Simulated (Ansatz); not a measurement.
Consider NaSmTe2 (R-3m).

```
Na Sm Te
1.0
    -3.26931   -3.26931   -6.44728
    -3.26931   -6.44728   -3.26931
    -6.44728   -3.26931   -3.26931
Na Sm Te
1 1 2
Direct
  0.00000 0.00000 0.00000
  0.50000 0.50000 0.50000
  0.75393 0.75393 0.75393
  0.24607 0.24607 0.24607
```

The cell and positions are those that the Materials Project relaxed with its own functionals (PBE, PBE+U or r2SCAN), kept fixed. Spin-orbit coupling is left out unless a run names it. PAW set soft_2, made with PBE.

A constrained-RPA run (Ansatz 0.2.0; non-magnetic LDA; Sm f, bands v3 to c4, 4×4×4 mesh, medium accuracy) builds 7 functions on bands 0.59 eV wide, with 5.0 electrons in the window. The bare on-site interaction is 26.0 eV and the bare J 0.70 eV.

Q: Estimate U, U′ and J.

On the Sm f shell, U = 2.94 eV (11 % of the bare value), U′ = 1.91 eV, J = 0.51 eV.

The parent state is non-magnetic and the interaction static (zero frequency); U depends on the window and the orbitals, so it belongs to this model alone.

[Paths, hosts, dates, memory and timing lines, banners, echoed tables and standing remarks are left out of the program output.]

[Logs are printed without paths, hosts, clocks, repeated set-up lines and the standing remarks that a program may print on its own settings, such as how far it seeks lower states.]

[Runs of the session that timed out or met a known fault of the program may be left out.]

[Hosts, paths, dates, database ids (printed as entryN), source tags and the programs' standing remarks are cut or masked in the printed files.]
